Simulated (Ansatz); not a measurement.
# (5,5) carbon nanotube bundle (80 atoms): support functions against a reference

Wanted: errors and times of a linear-scaling basis for (5,5) carbon nanotube bundle (80 atoms). A setting counts as converged where the r.m.s. difference of forces stays under 1 % of the r.m.s. force.

Method: Kohn-Sham DFT, PBE+D3(BJ), PAW (set soft_2), plane waves, in Ansatz 0.2.0.

This is a report of a sequence of runs, with the program logs left out and the cost of each run kept.

## (1) The structure

The cell holds 80 atoms: 80 C. Its edges and angles: a = 10.081 Å, b = 10.081 Å, c = 9.840 Å, α = 90.0°, β = 90.0°, γ = 120.0°. It derives from C (graphene). Graphene sheet (a = 2.46 Å) rolled into a (5,5) tube of diameter 6.78 Å, 4 periods, hexagonal bundle with 3.3 Å between walls; not relaxed, displaced by a Gaussian of 0.02 Å.

## (2) Plane-wave single point

The first run uses the default basis; a harder plane-wave run follows as the reference for the support functions.

input.yaml

```yaml
crystal:
  lattice:
    - [10.08135, 0.0, 0.0]
    - [-5.04067, 8.7307, 0.0]
    - [0.0, 0.0, 9.84]
  atoms:
    - { symbol: C, position: [0.36789, 0.07802, 0.12667] }
    - { symbol: C, position: [0.38776, 0.15903, 0.99959] }
    - { symbol: C, position: [0.36617, 0.28726, 0.00204] }
    - { symbol: C, position: [0.33734, 0.33451, 0.12321] }
    - { symbol: C, position: [0.22941, 0.38713, 0.12669] }
    - { symbol: C, position: [0.15581, 0.38507, 0.25028] }
    - { symbol: C, position: [0.99679, 0.33403, 0.00067] }
    - { symbol: C, position: [0.91652, 0.28506, 0.12502] }
[... 68 atom lines left out ...]
    - { symbol: C, position: [0.99832, 0.66406, 0.87622] }
    - { symbol: C, position: [0.07828, 0.71178, 0.9979] }
    - { symbol: C, position: [0.22454, 0.83944, 0.00046] }
    - { symbol: C, position: [0.28957, 0.92121, 0.87403] }
kpoints:
  mp_grid: { grid: [2, 2, 2] }
hamiltonian:
  xc: pbe
  dispersion: d3bj
scf:
  occupations: { method: gaussian, width: 0.05 }
output:
  forces: true
  stress: true
  populations: true
  dos:
    method: { smearing: { sigma: 0.08 } }
    de: 0.1
    projected: { site_lists: { C: [C] } }
  eigenvalues: true
  write_density: true
  write_potential: true
  volumetric_format: npy
  elf: true
```

Command:

```bash
$ ansatz run input.yaml --threads 4 --pin off --max-ram 8192MiB --backend cpu --events-out ev --progress --plain --runs-dir out
```

It took 23 s on 4 threads of AMD EPYC 9R45, shared host; peak memory 4.5 GiB; 88 s of CPU time.

The program notes that the exchange-correlation potential is rough where the density is thin.

The run gave:

```
free energy                : -20069.1091 eV
free energy per atom       : -250.8639 eV/atom
SCF cycles                 : 9
pressure                   : 5.869 GPa
r.m.s. force component     : 1.184 eV/Å
longest force              : 4.63 eV/Å
Fermi energy               : 5.099 eV
spilling of the projection : 0.00984
```

The r.m.s. force component of 1.2 eV/Å and the pressure of 5.9 GPa set the scale for the differences below.

## (3) Plane waves at 750 eV (750 eV)

The grid of the support functions holds more waves than the default cutoff, so they are judged against a harder plane-wave run.

input.yaml, the sections that differ from step 2:

```yaml
output:
  forces: true
  eigenvalues: true
basis:
  ecutwfc: "750 eV"
# crystal, kpoints, hamiltonian, scf: as in step 2
```

Run time: 29 s. Hardware: 4 threads; peak memory 6.7 GiB.

The program notes that it cut back its work space to fit the memory limit.

Forces differ from the reference by 0.77 meV/Å r.m.s., 0.065 % of their size, well within a tolerance of 1 %; the energy by -3.6 meV/atom.

## (4) Support functions medium

The cell is solved in localised support functions. The level medium gives here a grid of 48×48×48 points and a radius of 3.45 Å. Besides, the program derives a nominal cutoff of 420 eV for this run, against the reference's 750.

This step: Kohn-Sham DFT, PBE+D3(BJ), PAW (set soft_2), localised support functions (medium) (Ansatz 0.2.0).

input.yaml, the sections that differ from step 3:

```yaml
scf:
  occupations: { method: gaussian, width: 0.05 }
  eigensolver: { kind: { support_functions: { accuracy: medium } } }
  max_iter: 150
# crystal, kpoints, hamiltonian, output: as in step 3
# basis: removed
```

The job ended after 56 s (4 threads; peak memory 2.5 GiB).

The program notes that the band table was not solved further than the SCF left it and it switched symmetry off.

Keys that differ from the reference: basis.ecutwfc removed, support_functions.accuracy = "medium" and scf.max_iter = 150.

Forces differ from the reference by 0.33 meV/Å r.m.s., 0.028 % of their size, well within a tolerance of 1 %; the energy by -0.078 meV/atom. It took 1.9 times the reference's time (shared host, so rough).

## (5) Support functions low

The level low is asked for. Here it resolves to the same grid and radius as in the run with support functions medium, so the basis is not new. Besides, the program derives a nominal cutoff of 420 eV for this run, against the reference's 750.

This step: Kohn-Sham DFT, PBE+D3(BJ), PAW (set soft_2), localised support functions (low) (Ansatz 0.2.0).

input.yaml, the sections that differ from step 4:

```yaml
scf:
  occupations: { method: gaussian, width: 0.05 }
  eigensolver: { kind: { support_functions: { accuracy: low } } }
  max_iter: 150
# crystal, kpoints, hamiltonian, output: as in step 4
```

The job ended after 51 s (4 threads; peak memory 2.4 GiB; 3.1 min of CPU time).

Keys that differ from the reference: basis.ecutwfc removed, support_functions.accuracy = "low" and scf.max_iter = 150.

Forces differ from the reference by 0.33 meV/Å r.m.s., 0.028 % of their size, well within a tolerance of 1 %; the energy by -0.079 meV/atom. It took 1.7 times the reference's time (shared host, so rough).

## (6) Support functions high

The cell is solved in localised support functions. The level high gives here a grid of 60×60×60 points and a radius of 4.13 Å. Besides, the program derives a nominal cutoff of 420 eV for this run, against the reference's 750.

This step: Kohn-Sham DFT, PBE+D3(BJ), PAW (set soft_2), localised support functions (high) (Ansatz 0.2.0).

input.yaml, the sections that differ from step 5:

```yaml
scf:
  occupations: { method: gaussian, width: 0.05 }
  eigensolver: { kind: { support_functions: { accuracy: high } } }
  max_iter: 150
# crystal, kpoints, hamiltonian, output: as in step 5
```

The job ended after 3.1 min (4 threads; peak memory 4.5 GiB).

Keys that differ from the reference: basis.ecutwfc removed, support_functions.accuracy = "high" and scf.max_iter = 150.

Forces differ from the reference by 0.098 meV/Å r.m.s., 0.0083 % of their size, well within a tolerance of 1 %; the energy by -0.073 meV/atom. It took 6.3 times the reference's time (shared host, so rough).

## (7) Support functions medium, spacing 0.411 Å

The grid spacing sets how fine a wave the support functions can hold. The typed value is an upper bound: the grid laid has 30×30×24 points, 0.41 Å apart at most. Besides, the program derives a nominal cutoff of 420 eV for this run, against the reference's 750.

This step: Kohn-Sham DFT, PBE+D3(BJ), PAW (set soft_2), localised support functions (medium) (Ansatz 0.2.0).

input.yaml, the sections that differ from step 6:

```yaml
scf:
  occupations: { method: gaussian, width: 0.05 }
  eigensolver: { kind: { support_functions: { accuracy: medium, spacing: 0.411 } } }
  max_iter: 150
# crystal, kpoints, hamiltonian, output: as in step 6
```

It took 40 s on 4 threads; peak memory 1.7 GiB.

The program notes that the forces don't sum to zero within tolerance and the grid leaves an egg-box force.

Forces differ from the reference by 445 meV/Å r.m.s., 38 % of their size, far over a tolerance of 1 %; the energy by +481 meV/atom. It took 1.4 times the reference's time (shared host, so rough). The setting is coarser than the default on purpose.

## (8) Support functions medium, spacing 0.343 Å

The grid spacing sets how fine a wave the support functions can hold. The typed value is an upper bound: the grid laid has 30×30×30 points, 0.336 Å apart at most. Besides, the program derives a nominal cutoff of 420 eV for this run, against the reference's 750.

input.yaml, the sections that differ from step 7:

```yaml
scf:
  occupations: { method: gaussian, width: 0.05 }
  eigensolver: { kind: { support_functions: { accuracy: medium, spacing: 0.343 } } }
  max_iter: 150
# crystal, kpoints, hamiltonian, output: as in step 7
```

Elapsed: 35 s, on 4 threads; peak memory 1.7 GiB; 2 min of CPU time.

Forces differ from the reference by 24 meV/Å r.m.s., 2.0 % of their size, over a tolerance of 1 %; the energy by +11 meV/atom. It took 1.2 times the reference's time (shared host, so rough). The setting is coarser than the default on purpose.

## (9) Support functions medium, spacing 0.297 Å

The grid spacing sets how fine a wave the support functions can hold. The typed value is an upper bound: the grid laid has 36×36×36 points, 0.280 Å apart at most. Besides, the program derives a nominal cutoff of 420 eV for this run, against the reference's 750.

input.yaml, the sections that differ from step 8:

```yaml
scf:
  occupations: { method: gaussian, width: 0.05 }
  eigensolver: { kind: { support_functions: { accuracy: medium, spacing: 0.297 } } }
  max_iter: 150
# crystal, kpoints, hamiltonian, output: as in step 8
```

The job ended after 39 s (4 threads; peak memory 1.8 GiB; 2.3 min of CPU time).

Forces differ from the reference by 8.0 meV/Å r.m.s., 0.67 % of their size, within a tolerance of 1 %; the energy by +3.0 meV/atom. It took 1.3 times the reference's time (shared host, so rough). The setting is coarser than the default on purpose.

## (10) Support functions medium, spacing 0.263 Å

The grid spacing sets how fine a wave the support functions can hold. The typed value is an upper bound, and the grid laid (48×48×48 points) is that of the run with support functions medium. Besides, the program derives a nominal cutoff of 420 eV for this run, against the reference's 750.

input.yaml, the sections that differ from step 9:

```yaml
scf:
  occupations: { method: gaussian, width: 0.05 }
  eigensolver: { kind: { support_functions: { accuracy: medium, spacing: 0.263 } } }
  max_iter: 150
# crystal, kpoints, hamiltonian, output: as in step 9
```

The job ended after 58 s (4 threads; peak memory 2.5 GiB; 3.5 min of CPU time).

Keys that differ from the reference: basis.ecutwfc removed, support_functions.accuracy = "medium", support_functions.spacing = 0.263 and scf.max_iter = 150.

Forces differ from the reference by 0.35 meV/Å r.m.s., 0.030 % of their size, well within a tolerance of 1 %; the energy by -0.17 meV/atom. It took 2.0 times the reference's time (shared host, so rough).

## (11) Support functions medium, spacing 0.206 Å

The grid spacing sets how fine a wave the support functions can hold. The typed value is an upper bound: the grid laid has 54×54×48 points, 0.205 Å apart at most. Besides, the program derives a nominal cutoff of 420 eV for this run, against the reference's 750.

input.yaml, the sections that differ from step 10:

```yaml
scf:
  occupations: { method: gaussian, width: 0.05 }
  eigensolver: { kind: { support_functions: { accuracy: medium, spacing: 0.206 } } }
  max_iter: 150
# crystal, kpoints, hamiltonian, output: as in step 10
```

The job ended after 68 s (4 threads; peak memory 2.8 GiB).

Keys that differ from the reference: basis.ecutwfc removed, support_functions.accuracy = "medium", support_functions.spacing = 0.206 and scf.max_iter = 150.

Forces differ from the reference by 0.27 meV/Å r.m.s., 0.023 % of their size, well within a tolerance of 1 %; the energy by -0.058 meV/atom. It took 2.3 times the reference's time (shared host, so rough).

## (12) Support functions medium, spacing 0.183 Å

The grid spacing sets how fine a wave the support functions can hold. The typed value is an upper bound: the grid laid has 60×60×54 points, 0.182 Å apart at most. Besides, the program derives a nominal cutoff of 420 eV for this run, against the reference's 750.

input.yaml, the sections that differ from step 11:

```yaml
scf:
  occupations: { method: gaussian, width: 0.05 }
  eigensolver: { kind: { support_functions: { accuracy: medium, spacing: 0.183 } } }
  max_iter: 150
# crystal, kpoints, hamiltonian, output: as in step 11
```

The job ended after 83 s (4 threads; peak memory 3.3 GiB; 5.2 min of CPU time).

Keys that differ from the reference: basis.ecutwfc removed, support_functions.accuracy = "medium", support_functions.spacing = 0.183 and scf.max_iter = 150.

Forces differ from the reference by 0.20 meV/Å r.m.s., 0.017 % of their size, well within a tolerance of 1 %; the energy by -0.082 meV/atom. It took 2.8 times the reference's time (shared host, so rough).

## (13) Other settings

The meta-GGA r2SCAN uses the kinetic energy density as well as the density and its gradient. Changed here: accuracy = "medium", hamiltonian.xc = "r2scan" and kpoints.mp_grid.grid = [3, 3, 3].

This step: Kohn-Sham DFT, r2SCAN+D3(BJ), PAW (set soft_2), plane waves (Ansatz 0.2.0).

input.yaml

```yaml
crystal:
  lattice:
    - [10.08135, 0.0, 0.0]
    - [-5.04067, 8.7307, 0.0]
    - [0.0, 0.0, 9.84]
  atoms:
    [... the 80 atom lines of step 2 ...]
kpoints:
  mp_grid: { grid: [3, 3, 3] }
hamiltonian:
  xc: r2scan
  dispersion: d3bj
scf:
  occupations: { method: gaussian, width: 0.05 }
output:
  forces: true
  stress: true
  populations: true
  dos:
    method: { smearing: { sigma: 0.15 } }
    de: 0.1
    projected: { site_lists: { C: [C] } }
  eigenvalues: true
accuracy: medium
```

Wall time 1.8 min (4 threads); peak memory 6.9 GiB; 7.1 min of CPU time.

Notices of the run: dispersion damping borrowed.

Forces differ from the reference by 85 meV/Å r.m.s., 7.2 % of their size; the pressure by -2.9 GPa. It took roughly 4.7 times the reference's time (one timing each, with unlike analyses asked), in 10 cycles against 9. Model and k-mesh changed together, so the shift can't be put down to either.

## (14) All settings compared

Differences are against the plane-wave reference (Kohn-Sham DFT, PBE+D3(BJ), PAW (set soft_2), plane waves), whose r.m.s. force component is 1.18 eV/Å. Energies are set beside the reference only for runs with its functional, potentials and electron count. Times are for 4 threads of AMD EPYC 9R45, shared host. The reference's time includes the DOS, ELF, the stress and grids, which some other runs skip.

```csv
run,"Δ force, r.m.s. (meV/Å)",share of r.m.s. force (%),Δ energy (meV/atom),Δ pressure (GPa),cycles,time,host memory (GiB)
reference,-,-,-,-,9,23 s,4.5
plane waves at 750 eV (750 eV),0.765,0.0646,-3.64,-,9,29 s,6.7
"accuracy = "medium", hamiltonian.xc = "r2scan" and kpoints.mp_grid.grid = [3, 3, 3]",85.0,7.18,-,-2.90,10,1.8 min,6.9
```

## (15) What each setting buys

Each row is set against the run with plane waves at 750 eV (Kohn-Sham DFT, PBE+D3(BJ), PAW (set soft_2), plane waves; r.m.s. force component 1.18 eV/Å). Energies are set beside the reference only for runs with its functional, potentials and electron count. Times are for 4 threads of AMD EPYC 9R45, shared host.

```csv
run,"Δ force, r.m.s. (meV/Å)",share of r.m.s. force (%),Δ energy (meV/atom),cycles,time,host memory (GiB)
reference,-,-,-,9,29 s,6.7
support functions medium,0.327,0.0276,-0.0782,12,56 s,2.5
support functions low,0.334,0.0282,-0.0788,11,51 s,2.4
support functions high,0.098,0.0083,-0.0731,16,3.1 min,4.5
"support functions medium, spacing 0.411 Å",445,37.6,481,12,40 s,1.7
"support functions medium, spacing 0.343 Å",23.9,2.02,10.7,12,35 s,1.7
"support functions medium, spacing 0.297 Å",7.97,0.674,2.98,12,39 s,1.8
"support functions medium, spacing 0.263 Å",0.351,0.0297,-0.171,12,58 s,2.5
"support functions medium, spacing 0.206 Å",0.274,0.0231,-0.0577,12,68 s,2.8
"support functions medium, spacing 0.183 Å",0.198,0.0168,-0.0816,12,83 s,3.3
```

[end of part 1 of 2]

[Long decimals in the printed logs are rounded to 6 places.]

[Logs are printed without paths, hosts, clocks, repeated set-up lines and the standing remarks that a program may print on its own settings, such as how far it seeks lower states.]

[Hosts, paths, dates, database ids (printed as entryN), source tags and the programs' standing remarks are cut or masked in the printed files.]
